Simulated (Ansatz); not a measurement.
## Li2LaInS2O2: complex band structure

A new crystal, Li2LaInS2O2: structure, gap and complex bands. It is built by putting In for part of the La in the LiLaSO structure of space group P4/nmm, with the volume rescaled by atomic radii. The parent structure comes from the Materials Project.

Main program and level: Ansatz 0.2.0; PBEsol DFT, plane waves, PAW files, in the first sound run; inputs show where later runs differ.

Report form: the programs' logs are mostly left out.

The structure was built from a prototype and need not be the compound's stable phase.

### 1. The starting structure

Symmetry: P4mm, No. 99, tetragonal system. The conventional cell has a = 3.844 Å, b = 3.844 Å, c = 8.386 Å, α = 90.00°, β = 90.00°, γ = 90.00°. Li has 4 S at 2.35 Å nearest. Nearest to La lie 4 O at 2.26 Å. Nearest to In lie 4 O at 2.26 Å. Nearest to S lie 4 Li at 2.35 Å. O has 2 La at 2.26 Å and 2 In at 2.26 Å nearest. It derives from LiLaSO. In for part of the La in the LiLaSO structure of space group P4/nmm. Farther neighbours and most contacts between anions are not listed.

Coordinates:

```cif
data_structure
_symmetry_space_group_name_H-M 'P 1'
_symmetry_Int_Tables_number 1
_cell_length_a 3.8443
_cell_length_b 3.8443
_cell_length_c 8.3858
_cell_angle_alpha 90.000
_cell_angle_beta 90.000
_cell_angle_gamma 90.000
_cell_volume 123.93
loop_
_atom_site_label
_atom_site_type_symbol
_atom_site_fract_x
_atom_site_fract_y
_atom_site_fract_z
_atom_site_occupancy
Li1 Li 0.50000 0.50000 0.50000 1
Li2 Li 0.00000 0.00000 0.50000 1
La3 La 0.00000 0.50000 0.85822 1
In4 In 0.50000 0.00000 0.14178 1
S5 S 0.50000 0.00000 0.66124 1
S6 S 0.00000 0.50000 0.33876 1
O7 O 0.00000 0.00000 0.00000 1
O8 O 0.50000 0.50000 0.00000 1
```

### 2. Relaxing the new crystal

The substituted atoms don't fit the parent's cell, so cell and atoms relax together. A small smearing keeps the run stable in case the gap closes on the way.

Input file input.yaml:

```yaml
crystal:
  lattice:
    - [3.8443079872, 0.0, 0.0]
    - [0.0, 3.8443079872, 0.0]
    - [0.0, 0.0, 8.3857687372]
  atoms:
    - { symbol: Li, position: [0.5, 0.5, 0.5] }
    - { symbol: Li, position: [0.0, 0.0, 0.5] }
    - { symbol: La, position: [0.0, 0.5, 0.858217] }
    - { symbol: In, position: [0.5, 0.0, 0.141783] }
    - { symbol: S, position: [0.5, 0.0, 0.661238] }
    - { symbol: S, position: [0.0, 0.5, 0.338762] }
    - { symbol: O, position: [0.0, 0.0, 0.0] }
    - { symbol: O, position: [0.5, 0.5, 0.0] }
kpoints:
  mp_grid: { grid: [6, 6, 4] }
scf:
  occupations: { method: gaussian, width: 0.03 }
hamiltonian:
  xc: pbesol
output:
  forces: true
  stress: true
relax:
  f_tol: 0.02
  max_steps: 60
  cell: {}
```

The run is started by

```bash
> ansatz run input.yaml --threads 2 --pin off --max-ram 4096MiB --backend cpu --events-out ev --progress --plain --runs-dir out
```

Wall time 71 s (2 threads of Arm Neoverse V1, shared host); peak memory 0.47 GiB.

Relaxation path:

```
step  energy less that of the first step (eV)  largest force component (eV/Å)  pressure (GPa)  volume (Å³)
   1                                   0.0000                          1.7963            3.24       123.93
   2                                  -0.2221                          0.8262           -1.39       128.44
   3                                  -0.3241                          0.6376           -0.10       126.08
   4                                  -0.3522                          0.5601            1.33       127.23
   5                                  -0.3712                          0.1256            0.33       127.22
   6                                  -0.3716                          0.0167           -0.13       128.02
   7                                  -0.3724                          0.0164            0.07       127.67
   8                                  -0.3724                          0.0036            0.00       127.73
  9*                                  -0.3787                          0.0036            0.08       127.73
  10                                  -0.3785                          0.0025            0.00       127.88
 11*                                  -0.3787                          0.0024            0.00       127.88
```

Relaxation steps marked * repeat the geometry before them on a plane-wave basis chosen anew for their cell, so energy and pressure can jump there.

Forces are held to the 8 operations that the run works with; a distortion that breaks them can't arise in this run.

```
conventional cell, symmetrised  before  after  change
                         a (Å)   3.844  3.900  +1.4 %
                         b (Å)   3.844  3.900  +1.4 %
                         c (Å)   8.386  8.409  +0.3 %
              volume (Å³/atom)   15.49  15.98  +3.2 %
```

The atoms that moved most (Å, as changes of fractional coordinates times the final cell):

```
atom     dx     dy      dz  length
 In4  0.000  0.000  -0.128   0.128
  O8  0.000  0.000   0.115   0.115
  O7  0.000  0.000   0.115   0.115
  S5  0.000  0.000   0.091   0.091
 Li1  0.000  0.000  -0.061   0.061
 Li2  0.000  0.000  -0.061   0.061
  S6  0.000  0.000  -0.050   0.050
 La3  0.000  0.000  -0.021   0.021
```

Numbers from this step:

```
free energy  : -14993.0363 eV
Fermi energy : 7.311 eV
pressure     : 0.004015 GPa
```

The largest force component on a free atom ends at 0.0024 eV/Å.

### 3. Band edges

The energy window and the wavevectors of the next steps follow from the band edges, so these are searched first, off the mesh as well.

Input file input.yaml:

```yaml
crystal:
  lattice:
    - [3.8996906346, 0.0, 0.0]
    - [0.0, 3.8996906346, 0.0]
    - [0.0, 0.0, 8.4087010677]
  atoms:
    - { symbol: Li, position: [0.5, 0.5, 0.492773771] }
    - { symbol: Li, position: [0.0, 0.0, 0.492773771] }
    - { symbol: La, position: [0.0, 0.5, 0.8557334648] }
    - { symbol: In, position: [0.5, 0.0, 0.1265932133] }
    - { symbol: S, position: [0.5, 0.0, 0.6720032488] }
    - { symbol: S, position: [0.0, 0.5, 0.3327634528] }
    - { symbol: O, position: [0.0, 0.0, 0.0136795391] }
    - { symbol: O, position: [0.5, 0.5, 0.0136795391] }
kpoints:
  mp_grid: { grid: [6, 6, 4] }
  band_path: { path: [VBM, CBM], npoints: 30 }
scf:
  occupations: { method: fixed }
hamiltonian:
  xc: pbesol
output:
  eigenvalues: true
  write_potential: true
  write_density: true
  volumetric_format: npy
```

Run time: 37 s. Hardware: 2 threads; peak memory 0.43 GiB.

This step gave:

| Item | Value |
| --- | --- |
| Fermi energy | 7.141 eV |
| gap on the k-mesh | 0.3396 eV |
| gap on path | 0.3239 eV, by band count; negative where bands overlap |
| direct gap on path | 0.8057 eV |
| edge places on path | 0, 1.324 1/A along the path |

Electronic bands along the path, in eV, zero at the Fermi level (highest filled level under fixed occupations); v1 is the highest filled band, c1 the lowest empty one:

```
  point     v4     v3     v2     v1    c1    c2    c3    c4
    VBM  -0.88  -0.34  -0.13   0.02  1.20  3.36  3.79  4.46
halfway  -1.04  -0.75  -0.67  -0.33  2.18  3.93  4.12  4.37
    CBM  -1.12  -1.12  -0.75  -0.47  0.34  4.20  4.47  4.47
```

The searched edges give 0.324 eV, against 0.340 eV on the mesh.

### 4. Decaying states in the gap, plane (100), k-mesh 6×4×6

This step: PBEsol DFT, plane waves, PAW files; complex bands by layer matching along the plane's normal (Ansatz 0.2.0).

The same crystal is laid in a cell whose first two vectors span the (100) plane (indices of the standard conventional cell, whose axes can be ordered otherwise than in the bulk input). At fixed energy and wavevector in the plane the solver finds all kz, real and complex. A few wavevectors are listed, (0, 0) and (-0.5, -0.5) in units of the plane's reciprocal vectors; the slowest state needn't be among them.

Input file input.yaml:

```yaml
crystal:
  lattice:
    - [3.899690635, 0.0, 0.0]
    - [0.0, 8.408701068, 0.0]
    - [0.0, 0.0, 3.899690635]
  atoms:
    - { symbol: Li, position: [0.5, 0.492773771, 0.5] }
    - { symbol: Li, position: [0.0, 0.492773771, 0.0] }
    - { symbol: La, position: [0.5, 0.8557334648, 0.0] }
    - { symbol: In, position: [0.0, 0.1265932133, 0.5] }
    - { symbol: S, position: [0.0, 0.6720032488, 0.5] }
    - { symbol: S, position: [0.5, 0.3327634528, 0.0] }
    - { symbol: O, position: [0.0, 0.0136795391, 0.0] }
    - { symbol: O, position: [0.5, 0.0136795391, 0.5] }
kpoints:
  mp_grid: { grid: [6, 4, 6] }
scf:
  occupations: { method: fixed }
hamiltonian:
  xc: pbesol
output:
  eigenvalues: true
  transmission:
    leads: [[0, 0]]
    kpoints: [[0.0, 0.0], [-0.5, -0.5]]
    e_range: [-1.0, 1.32]
    de: 0.05
```

Elapsed: 70 s, on 2 threads; peak memory 0.87 GiB; 2 min of CPU time.

This step gave:

```
level to which the leads are filled                       : 0.1698 eV from the Fermi level
decay constant at the filling level, zone centre          : 0.09421 Å⁻¹
decay constant at the filling level, slowest listed point : 0.0942 Å⁻¹
```

K parallel (0, 0); values up to 1.5 1/Å, a degenerate pair printed once or twice; energies at which all values exceed this have no row. The Im kz of the slowest decaying states by energy, zero at the highest filled level on the SCF mesh:

```
energy (eV)  decay 1 (Å⁻¹)  decay 2 (Å⁻¹)  decay 3 (Å⁻¹)  decay 4 (Å⁻¹)
     -1.000         0.0504          0.258          0.306          0.314
     -0.800         0.0782         0.0829          0.199          0.296
     -0.600          0.142          0.160          0.311          0.367
     -0.400          0.170          0.286          0.295          0.368
     -0.200          0.176          0.281          0.344          0.365
      0.000         0.0996          0.271          0.360          0.381
      0.200          0.100          0.232          0.348          0.406
      0.400          0.113          0.314          0.330          0.425
      0.600          0.108          0.313          0.376          0.440
      0.800         0.0785          0.304          0.426          0.451
      1.000          0.300          0.460          0.474          0.587
      1.200          0.297          0.467          0.505          0.577
```

K parallel (0, 0). The Re kz of states that move upwards by energy, zero at the highest filled level on the SCF mesh:

```
energy (eV)  channel 1 (Å⁻¹)  channel 2 (Å⁻¹)  channel 3 (Å⁻¹)  channel 4 (Å⁻¹)
     -1.000           -0.279           -0.119            0.484                -
     -0.800           -0.232                -                -                -
     -0.600           -0.641           -0.186                -                -
     -0.400           -0.516           -0.138                -                -
     -0.200           -0.433           -0.399          -0.0793                -
      0.000           -0.195          0.00753                -                -
      0.200                -                -                -                -
      0.400                -                -                -                -
      0.600                -                -                -                -
      0.800                -                -                -                -
      1.000           0.0606                -                -                -
      1.200            0.134                -                -                -
```

K parallel (-0.5, -0.5); values up to 1.5 1/Å, a degenerate pair printed once or twice; energies at which all values exceed this have no row. Im kz of the slowest decaying states against energy, zero at the highest filled level on the SCF mesh:

```
energy (eV)  decay 1 (Å⁻¹)  decay 2 (Å⁻¹)  decay 3 (Å⁻¹)  decay 4 (Å⁻¹)
     -1.000         0.0394         0.0618          0.182          0.506
     -0.800          0.106          0.142          0.211          0.499
     -0.600          0.189          0.212          0.288          0.336
     -0.400         0.0245          0.135          0.199          0.237
     -0.200         0.0602          0.183          0.253          0.264
      0.000          0.150          0.167          0.294          0.349
      0.200         0.0999          0.219          0.312          0.421
      0.400          0.255          0.326          0.451          0.483
      0.600          0.282          0.337          0.469          0.538
      0.800          0.303          0.344          0.485          0.587
      1.000          0.319          0.349          0.498          0.628
      1.200          0.332          0.352          0.508          0.630
```

K parallel (-0.5, -0.5). The Re kz of states that move upwards by energy, zero at the highest filled level on the SCF mesh:

```
energy (eV)  channel 1 (Å⁻¹)  channel 2 (Å⁻¹)  channel 3 (Å⁻¹)  channel 4 (Å⁻¹)
     -1.000           -0.415           -0.144                -                -
     -0.800           -0.316            0.502                -                -
     -0.600           -0.328           -0.229            0.617                -
     -0.400           -0.170                -                -                -
     -0.200                -                -                -                -
      0.000                -                -                -                -
      0.200                -                -                -                -
      0.400           -0.738                -                -                -
      0.600           -0.660                -                -                -
      0.800           -0.607                -                -                -
      1.000           -0.561                -                -                -
      1.200           -0.519                -                -                -
```

At the listed wavevectors the last open channel is at +0.00 eV and the next at +0.35 eV on the grid. At +0.15 eV, the grid energy nearest the filling level (the middle of the gap on the SCF mesh), the slowest state at the listed wavevectors decays with κ = 0.0942 Å⁻¹, its amplitude falling by e over 11 Å. Through 1 nm of this crystal that state's transmission falls by exp(−2 × 0.0942 Å⁻¹ × 10 Å) = 0.15.

### 5. Decay over the two-dimensional zone

The listed points could miss the slowest state, so one energy near mid-gap is solved on a mesh of 8×4.

input.yaml: that of step 4 with these lines changed.

```diff
@@ -22,6 +22,2 @@
   eigenvalues: true
-  transmission:
-    leads: [[0, 0]]
-    kpoints: [[0.0, 0.0], [-0.5, -0.5]]
-    e_range: [-1.0, 1.32]
-    de: 0.05
+  transmission: { leads: [[0, 0]], kmesh: [8, 4], e_range: [0.16, 0.17], de: 0.05 }
```

Wall time 44 s (2 threads); peak memory 1 GiB.

Numbers from this step:

```
least decay constant on the mesh : 0.0956 Å⁻¹
```

Slowest decay constant (1/Å; 0 where a channel is open) over k1 and k2. At 0.1600 eV from the Fermi level.

Values, 4 rows by 8 columns:
```
0.208 0.217 0.198 0.170 0.147 0.170 0.198 0.217
0.241 0.215 0.182 0.142 0.096 0.142 0.182 0.215
0.208 0.217 0.198 0.170 0.147 0.170 0.198 0.217
0.113 0.218 0.224 0.183 0.163 0.183 0.224 0.218
```
Columns: k1 (b1) from -0.5 to 0.375; rows upwards: k2 (b2) from -0.5 to 0.25.

The least value on the mesh is 0.0956 Å⁻¹ at +0.16 eV. At that energy the listed points give about 0.0955 Å⁻¹ by interpolation, so the mesh holds no clearly slower state.

(Part 1 of 2 ends here.)

[Logs are printed without paths, hosts, clocks, repeated set-up lines and the standing remarks that a program may print on its own settings, such as how far it seeks lower states.]

[Hosts, paths, dates, database ids (printed as entryN), source tags and the programs' standing remarks are cut or masked in the printed files.]
